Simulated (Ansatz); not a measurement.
# BAs (F-43m): zone-centre modes under pressure, part 2 of 3

Aim: how do the optical modes of BAs (F-43m) move with volume?

Ansatz 0.2.0; DFT LDA, scalar-relativistic, plane waves, PAW; PAW set soft_1.

So far. Step 3 (Tight relaxation): The forces vanish by symmetry and the pressure is 0.009 GPa, within the tolerances set. The cell now holds 13.24 Å³/atom.

### Step 4. Zone-centre response at rest

The modes at rest are the reference of the series, and the response to a field gives the dielectric tensor and the Born charges.

Input file input.yaml:

```yaml
crystal:
  lattice:
    - [0.0, 2.3658309564, 2.3658309564]
    - [2.3658309564, 0.0, 2.3658309564]
    - [2.3658309564, 2.3658309564, 0.0]
  atoms:
    - { symbol: B, position: [0.0, 0.0, 0.0] }
    - { symbol: As, position: [0.75, 0.75, 0.75] }
kpoints:
  mp_grid: { grid: [12, 12, 12] }
hamiltonian:
  xc: lda
  pseudopotentials: { kind: paw, azcp: { folder: soft_1 }, xc_functional: pbe }
scf:
  occupations: { method: fixed }
output:
  eigenvalues: true
phonons:
  method: dfpt
  dielectric: true
  rigid_motions: translations
  raman: true
```

Started as:

```
$ ansatz run input.yaml --threads 4 --pin off --max-ram 10240MiB --backend cpu --events-out ev --progress --plain --runs-dir out
```

Numbers of over 12 decimals in the logs are rounded to 6 here.

Output:

```text
[...]
Crystal: 2 atoms, lattice volume = 26.484 Å³
Basis set: ecut = 420 eV, 531 PW (Γ), exchange–correlation on 48×48×48 points (8 copies of the dense FFT grid, shifted against one another)
Bands: 13, of which v1, the nominal top of the filled ones, is band 9 counted from 1 (8 counted from 0)
Symmetry: 24 space group operations
k-points: 280 of 1728 (irreducible under 4 space group operations, time reversal used)
[...]
SCF iter   1: F=—  HF=-4924.241074 eV  |F-HF|=—  |Δ(HF+E_count)|=         —  Δρ=7.89e-2  dr2=2.11e0  ethr=3.10e-3  ⟨swp⟩=4.4  Hψ=18549  notcnv=0  defer=334
[...]
SCF iter   8: F=-4923.535285 eV  HF=-4923.535285 eV  |F-HF|=1.55e-11  |Δ(HF+E_count)|=   1.13e-9  Δρ=3.31e-7  dr2=1.01e-11  ethr=1.00e-12  ⟨swp⟩=6.6  Hψ=25149  notcnv=0
SCF 1 converged in 8 iterations: F = -4923.535285 eV  dr2 = 1.01e-11
[...]
NSCF: frozen V_eff on 1 k-points
DFPT response loops at Γ: preconditioner auto → none (the input reference at scf.mixing.eps_inf says where Resta's filter doesn't serve); β = 0.50; Broyden in place of MSR1
── the response to a field inside a basis, on 12×12×12 k-points: an SCF that follows is theirs, and a resumed run solves both again ──
Bands: 10, of which v1, the nominal top of the filled ones, is band 9 counted from 1 (8 counted from 0)
k-points: 182
[...]
Eigensolver: Dense (182 Hₖ)
SCF iter   1: F=—  HF=-4923.534933 eV  |F-HF|=—  |Δ(HF+E_count)|=         —  Δρ=1.39e-4  dr2=1.23e-6  ethr=1.00e-1
[...]
SCF iter   5: F=-4923.534933 eV  HF=-4923.534933 eV  |F-HF|=9.09e-13  |Δ(HF+E_count)|=  2.26e-10  Δρ=6.05e-7  dr2=3.60e-11  ethr=9.00e-12
SCF 1 converged in 5 iterations: F = -4923.534933 eV  dr2 = 3.60e-11
[...]
SCF converged after 8 iterations
Free energy (F): -4923.535285 eV
[...]
Internal energy: -4923.535285 eV  (E = F + TS)
E sigma→0 (E₀):  -4923.535285 eV
Fermi energy:    10.861208 eV
[...]
--- Band table (eV; the first three rows and the last of 280) ---
  k-point 0: bands = [... 5 lower, -4.7898, 10.8612, 10.8612, 10.8612, 14.1508, 14.1508, 14.1508, 15.8722]
  k-point 1: bands = [... 5 lower, -4.6732, 9.8150, 10.6356, 10.6356, 14.3291, 14.4468, 14.4468, 16.4569]
  k-point 2: bands = [... 5 lower, -4.3270, 7.8675, 10.1604, 10.1604, 14.2543, 15.0589, 15.0589, 17.7116]
  k-point 279: bands = [... 5 lower, -0.3559, 2.8085, 5.1897, 5.4934, 16.0706, 16.8735, 17.6338, 18.0903]
--- Phonons (Γ-DFPT): 2 representative perturbations + reference, on 280 of 1728 k-points (Σ response iterations 6) ---
  k mesh reduced under 4 symmetry operations, with k and −k counted as one. Each operation leaves every solved perturbation unchanged. A smaller set is not considered because the run solves the response to a homogeneous field
  ASR residual: 2.651e-4 → 0.000e0 eV/Å²; symmetrization residual: 7.072e-7 eV/Å²
  ASR residual per site (eV/Å²): 1.04e-4 2.65e-4
  Γ frequencies (cm⁻¹): 0.00 0.00 0.00 699.93 699.93 699.93
  ε∞ (high-frequency dielectric tensor):
        9.657794    -0.000000    -0.000000
       -0.000000     9.657794     0.000000
       -0.000000     0.000000     9.657794
  ε⁰ (static dielectric tensor: ions relaxed, cell fixed):
        9.774434    -0.000000    -0.000000
       -0.000000     9.774434     0.000000
       -0.000000     0.000000     9.774434
  ε⁰ − ε∞ (ionic part):
        0.116640    -0.000000    -0.000000
       -0.000000     0.116640     0.000000
       -0.000000     0.000000     0.116640
  softest optical mode at Γ: 699.93 cm⁻¹; the repairs (sum rule, projections) moved no ω² at Γ by more than (1.65 cm⁻¹)²
  Born effective charges Z* (e; rows j = field, columns β = displacement):
    site 0:
        -0.53902    0.00000    0.00000
        -0.00000   -0.53902   -0.00000
        -0.00000   -0.00000   -0.53902
    site 1:
         0.53902   -0.00000   -0.00000
         0.00000    0.53902    0.00000
         0.00000    0.00000    0.53902
  Z* charge neutrality: 3.378e-4 e pre-enforcement
  solved inside a basis spanned on kpoints, on 12×12×12 k-points transformed towards the longest dipole: ε∞ is read to err by 2.7e-2, Z* by 1.6e-2 e (field_mesh: kpoints solves on kpoints); Z* is corrected for what the basis lacks
  Raman tensors (in the event stream and the table raman_tensors.tsv): an entry may err by 4.2e-3 Å², one of the second-order susceptibility by 1.1e-2 pm/V (basis, points and sum rule); their sum over the sites missed zero by 2.707e-5 Å² ahead of its enforcement
  optical modes at Γ without the LO–TO term, one row a degenerate level:
      ω (cm⁻¹)  modes    IR ((D/Å)²/amu)  static Raman (Å⁴/amu)  depolarisation
        699.93      3             2.1286              1291.4836           0.750
  optical modes at Γ + LO–TO along q̂ = [1.0000, 0.0000, 0.0000]:
      ω (cm⁻¹)  modes    IR ((D/Å)²/amu)  static Raman (Å⁴/amu)  depolarisation
        699.93      2             1.4191               860.9891           0.750
        704.14      1             0.7095               462.6270           0.750
  optical modes at Γ + LO–TO along q̂ = [0.0000, 1.0000, 0.0000]:
      ω (cm⁻¹)  modes    IR ((D/Å)²/amu)  static Raman (Å⁴/amu)  depolarisation
        699.93      2             1.4191               860.9891           0.750
        704.14      1             0.7095               462.6270           0.750
  optical modes at Γ + LO–TO along q̂ = [0.0000, 0.0000, 1.0000]:
      ω (cm⁻¹)  modes    IR ((D/Å)²/amu)  static Raman (Å⁴/amu)  depolarisation
        699.93      2             1.4191               860.9891           0.750
        704.14      1             0.7095               462.6270           0.750
```

Wall time 41 s (4 threads of INTEL XEON PLATINUM 8581C at 2.30GHz (Emerald Rapids), shared host); peak memory 1.1 GiB.

Numbers from this step:

```
sum-rule residual before enforcement                    : 2.65e-4 eV/Å²
miss of the charge sum rule                             : 3.38e-4 e
estimated error of the dielectric tensor                : 0.02748
estimated error of the Born charges                     : 0.01562 e
point group                                             : -43m
highest optical mode at the zone centre (no LO-TO term) : 699.9 cm⁻¹
lowest optical zone-centre mode                         : 699.9 cm⁻¹
mean high-frequency dielectric constant                 : 9.658
largest Born charge (third of the trace)                : -0.539 e
mean static dielectric constant                         : 9.774
top of the zone-centre spectrum with the field          : 704.1 cm⁻¹
```

Without the LO-TO term. Patterns of degenerate modes are one choice out of their space. Modes at Γ, with each element's share of the kinetic energy:

| mode | frequency (cm⁻¹) | symmetry | B % | As % |
| --- | --- | --- | --- | --- |
| 1 | 0.0 | acoustic | 13 | 87 |
| 2 | 0.0 | acoustic | 13 | 87 |
| 3 | 0.0 | acoustic | 13 | 87 |
| 4 | 699.9 | T2 | 87 | 13 |
| 5 | 699.9 | T2 | 87 | 13 |
| 6 | 699.9 | T2 | 87 | 13 |

Displacements in mode 5 (699.9 cm⁻¹), the largest set to 1:
```
B1   0.00  1.00 -0.12
As2  0.00 -0.14  0.02
```

Optical modes at the zone centre, without and with the macroscopic field of the longitudinal modes; each column is sorted by frequency, so a row need not hold one and the same mode. Modes with and without the field, by row:

| rank among optical modes | no field (cm⁻¹) | q along (1, 0, 0) (cm⁻¹) |
| --- | --- | --- |
| 1 | 699.9 | 699.9 |
| 2 | 699.9 | 699.9 |
| 3 | 699.9 | 704.1 |

Born charge (rows field, columns displacement) (e), principal values of the symmetric part by kind of site:

| atom | atoms with these values | low | middle | high | mean |
| --- | --- | --- | --- | --- | --- |
| B1 | 1 | -0.5390 | -0.5390 | -0.5390 | -0.5390 |
| As2 | 1 | 0.5390 | 0.5390 | 0.5390 | 0.5390 |

In full for As2:

```
0.5390 0.0000 0.0000
0.0000 0.5390 0.0000
0.0000 0.0000 0.5390
```

High-frequency dielectric tensor:

```
9.66 0.00 0.00
0.00 9.66 0.00
0.00 0.00 9.66
```

Static dielectric tensor (ions relaxed, fixed cell):

```
9.77 0.00 0.00
0.00 9.77 0.00
0.00 0.00 9.77
```

Transverse modes. Lines of the infrared spectrum (strongest = 100):

| position (cm⁻¹) | label | relative intensity |
| --- | --- | --- |
| 700 | T2 | 100 |

Activity x (w_L - w)^4 (n + 1)/w, 532 nm, 300 K; modes without the macroscopic field alone. Raman lines, with heights relative to the strongest:

| position (cm⁻¹) | label | relative intensity |
| --- | --- | --- |
| 700 | T2 | 100 |

Before it was imposed, the acoustic sum rule was missed by 2.7e-4 eV/Å² and the charge sum rule by 3.4e-4 e. Small misses are needed for a sound result but don't prove that mesh and cutoff are converged. The lowest optical mode is real, 700 cm⁻¹.

### Step 5. Ground state of a member: 1.06 times the volume at rest

The cell is set to 1.06 times the volume at rest; symmetry leaves nothing else free, so this is a single point.

input.yaml, the sections that differ from step 4:

```yaml
crystal:
  lattice:
    - [0.0, 2.4122315788, 2.4122315788]
    - [2.4122315788, 0.0, 2.4122315788]
    - [2.4122315788, 2.4122315788, 0.0]
  atoms:
    - { symbol: B, position: [0.0, 0.0, 0.0] }
    - { symbol: As, position: [0.75, 0.75, 0.75] }
scf:
  occupations: { method: gaussian, width: 0.02 }
output:
  forces: true
  stress: true
  eigenvalues: true
# kpoints, hamiltonian: as in step 4
# phonons: removed
```

Output:

```text
[...]
Crystal: 2 atoms, lattice volume = 28.073 Å³
Basis set: ecut = 420 eV, 537 PW (Γ)
Bands: 13, of which v1, the nominal top of the filled ones, is band 9 counted from 1 (8 counted from 0)
Symmetry: 24 space group operations
[...]
k-points: 72 of 1728 (time reversal used)
[...]
SCF iter   1: F=—  HF=-4924.092545 eV  |F-HF|=—  |Δ(HF+E_count)|=         —  Δρ=7.09e-2  dr2=1.83e0  ethr=3.10e-3  ⟨swp⟩=5.8  Hψ=5303  notcnv=0
[...]
SCF iter   8: F=-4923.495726 eV  HF=-4923.495726 eV  |F-HF|=6.37e-12  |Δ(HF+E_count)|=   1.69e-9  Δρ=3.27e-7  dr2=1.61e-11  ethr=3.75e-11  ⟨swp⟩=2.0  Hψ=2779  notcnv=0
SCF 1 converged in 8 iterations: F = -4923.495726 eV  dr2 = 1.61e-11
[...]
SCF converged after 8 iterations
Free energy (F): -4923.495726 eV
[...]
Internal energy: -4923.495726 eV  (E = F + TS)
E sigma→0 (E₀):  -4923.495726 eV
Fermi energy:    10.541804 eV
[...]
--- Stress (GPa, compression-positive) ---
       -7.598756       0.000000      -0.000000
        0.000000      -7.598756       0.000000
       -0.000000       0.000000      -7.598756
  P = ⅓ Tr σ = -7.5988 GPa (-75.988 kbar)
--- Band table (eV; the first three rows and the last of 72) ---
  k-point 0: bands = [... 5 lower, -5.1642, 9.9606, 9.9606, 9.9606, 13.1761, 13.1761, 13.1761, 14.2314]
  k-point 1: bands = [... 5 lower, -5.0537, 8.9372, 9.7501, 9.7501, 13.2567, 13.4534, 13.4534, 14.9199]
  k-point 2: bands = [... 5 lower, -4.7261, 7.0603, 9.3027, 9.3027, 13.0832, 14.0345, 14.0345, 16.2936]
  k-point 71: bands = [... 5 lower, -1.0590, 2.1699, 4.6419, 4.9321, 15.1490, 15.6505, 16.5994, 16.8207]
```

The job ended after 0.59 s (4 threads; peak memory 0.35 GiB; 1.8 s of CPU time).

Numbers from this step:

```yaml
pressure: -7.599 GPa
gap_on_the_k_mesh: 1.163 eV
volume_per_atom: 14.04 Å³
```

The forces vanish by symmetry, at a pressure of -7.60 GPa.

### Step 6. Modes of this member: 1.06 times the volume at rest

The zone-centre modes follow for 1.06 times the volume at rest, with the response to a field.

Changes to input.yaml since step 5:

```diff
@@ -14,6 +14,8 @@
 scf:
-  occupations: { method: gaussian, width: 0.02 }
+  occupations: { method: fixed }
 output:
-  forces: true
-  stress: true
   eigenvalues: true
+phonons:
+  method: dfpt
+  dielectric: true
+  rigid_motions: translations
```

Output:

```text
[...]
Crystal: 2 atoms, lattice volume = 28.073 Å³
Basis set: ecut = 420 eV, 537 PW (Γ), exchange–correlation on 48×48×48 points (8 copies of the dense FFT grid, shifted against one another)
Bands: 13, of which v1, the nominal top of the filled ones, is band 9 counted from 1 (8 counted from 0)
Symmetry: 24 space group operations
k-points: 280 of 1728 (irreducible under 4 space group operations, time reversal used)
[...]
SCF iter   1: F=—  HF=-4924.092697 eV  |F-HF|=—  |Δ(HF+E_count)|=         —  Δρ=7.10e-2  dr2=1.83e0  ethr=3.10e-3  ⟨swp⟩=4.3  Hψ=18494  notcnv=0  defer=337
[...]
SCF iter   9: F=-4923.495727 eV  HF=-4923.495727 eV  |F-HF|=0.00e0  |Δ(HF+E_count)|=  9.09e-12  Δρ=1.99e-8  dr2=4.41e-14  ethr=1.00e-12  ⟨swp⟩=4.0  Hψ=15711  notcnv=0
SCF 1 converged in 9 iterations: F = -4923.495727 eV  dr2 = 4.41e-14
[...]
Bands: 10, of which v1, the nominal top of the filled ones, is band 9 counted from 1 (8 counted from 0)
k-points: 182 of 1728 (irreducible under 6 space group operations, time reversal used)
[...]
Eigensolver: Dense (182 Hₖ)
SCF iter   1: F=—  HF=-4923.495349 eV  |F-HF|=—  |Δ(HF+E_count)|=         —  Δρ=1.31e-4  dr2=1.20e-6  ethr=1.00e-1
[...]
SCF iter   3: F=-4923.495349 eV  HF=-4923.495350 eV  |F-HF|=5.24e-8  |Δ(HF+E_count)|=   1.40e-7  Δρ=1.51e-5  dr2=4.29e-8  ethr=2.25e-9
SCF 1 converged in 3 iterations: F = -4923.495349 eV  dr2 = 4.29e-8
[...]
SCF converged after 9 iterations
Free energy (F): -4923.495727 eV
[...]
Internal energy: -4923.495727 eV  (E = F + TS)
E sigma→0 (E₀):  -4923.495727 eV
Fermi energy:    9.960651 eV
[...]
--- Band table (eV; the first three rows and the last of 280) ---
  k-point 0: bands = [... 5 lower, -5.1642, 9.9607, 9.9607, 9.9607, 13.1761, 13.1761, 13.1761, 14.2314]
  k-point 1: bands = [... 5 lower, -5.0537, 8.9372, 9.7501, 9.7501, 13.2567, 13.4534, 13.4534, 14.9199]
  k-point 2: bands = [... 5 lower, -4.7261, 7.0603, 9.3027, 9.3027, 13.0832, 14.0345, 14.0345, 16.2936]
  k-point 279: bands = [... 5 lower, -1.0590, 2.1699, 4.6419, 4.9321, 15.1491, 15.6505, 16.5994, 16.8207]
[...]
ASR residual: 7.109e-6 → 0.000e0 eV/Å²; symmetrization residual: 6.610e-7 eV/Å²
  ASR residual per site (eV/Å²): 7.11e-6 3.12e-6
  Γ frequencies (cm⁻¹): 0.00 0.00 0.00 659.59 659.59 659.59
  ε∞ (high-frequency dielectric tensor):
        9.904674     0.000000    -0.000000
        0.000000     9.904674     0.000000
       -0.000000     0.000000     9.904674
  ε⁰ (static dielectric tensor: ions relaxed, cell fixed):
        9.963515     0.000000    -0.000000
        0.000000     9.963515     0.000000
       -0.000000     0.000000     9.963515
  ε⁰ − ε∞ (ionic part):
        0.058841    -0.000000     0.000000
       -0.000000     0.058841     0.000000
        0.000000     0.000000     0.058841
[...]
Born effective charges Z* (e; rows j = field, columns β = displacement):
    site 0:
        -0.37145    0.00000   -0.00000
         0.00000   -0.37145   -0.00000
        -0.00000   -0.00000   -0.37145
    site 1:
         0.37145   -0.00000    0.00000
        -0.00000    0.37145    0.00000
         0.00000    0.00000    0.37145
  Z* charge neutrality: 2.073e-4 e pre-enforcement
  solved inside a basis spanned on kpoints, on 12×12×12 k-points, its susceptibility summed on 16×16×16: ε∞ is read to err by 2.8e-2, Z* by 1.6e-2 e (field_mesh: kpoints solves on kpoints); Z* is corrected for what the basis lacks
  optical modes at Γ without the LO–TO term, one row a degenerate level:
      ω (cm⁻¹)  modes    IR ((D/Å)²/amu)
        659.59      3             1.0108
  optical modes at Γ + LO–TO along q̂ = [1.0000, 0.0000, 0.0000]:
      ω (cm⁻¹)  modes    IR ((D/Å)²/amu)
        659.59      2             0.6739
        661.55      1             0.3369
  optical modes at Γ + LO–TO along q̂ = [0.0000, 1.0000, 0.0000]:
      ω (cm⁻¹)  modes    IR ((D/Å)²/amu)
        659.59      2             0.6739
        661.55      1             0.3369
  optical modes at Γ + LO–TO along q̂ = [0.0000, 0.0000, 1.0000]:
      ω (cm⁻¹)  modes    IR ((D/Å)²/amu)
        659.59      2             0.6739
        661.55      1             0.3369
```

Elapsed: 13 s, on 4 threads; peak memory 0.72 GiB; 45 s of CPU time.

This step gave:

```
sum-rule residual before enforcement                    : 7.11e-6 eV/Å²
miss of the charge sum rule                             : 2.07e-4 e
estimated error of the dielectric tensor                : 0.02806
estimated error of the Born charges                     : 0.01553 e
highest optical mode at the zone centre (no LO-TO term) : 659.6 cm⁻¹
lowest optical zone-centre mode                         : 659.6 cm⁻¹
mean high-frequency dielectric constant                 : 9.905
largest Born charge (third of the trace)                : -0.3714 e
mean static dielectric constant                         : 9.963
top of the zone-centre spectrum with the field          : 661.5 cm⁻¹
```

Without the LO-TO term. Patterns of degenerate modes are one choice out of their space. Modes at Γ, with each element's share of the kinetic energy:

| mode | frequency (cm⁻¹) | symmetry | B % | As % |
| --- | --- | --- | --- | --- |
| 1 | 0.0 | acoustic | 13 | 87 |
| 2 | 0.0 | acoustic | 13 | 87 |
| 3 | 0.0 | acoustic | 13 | 87 |
| 4 | 659.6 | T2 | 87 | 13 |
| 5 | 659.6 | T2 | 87 | 13 |
| 6 | 659.6 | T2 | 87 | 13 |

Transverse modes. Lines of the infrared spectrum (strongest = 100):

| position (cm⁻¹) | label | relative intensity |
| --- | --- | --- |
| 660 | T2 | 100 |

The optical mode without the LO-TO term lies at 659.6 cm⁻¹.

[end of part 2 of 3]

[Logs are printed without paths, hosts, clocks, repeated set-up lines and the standing remarks that a program may print on its own settings, such as how far it seeks lower states.]

[Hosts, paths, dates, database ids (printed as entryN), source tags and the programs' standing remarks are cut or masked in the printed files.]
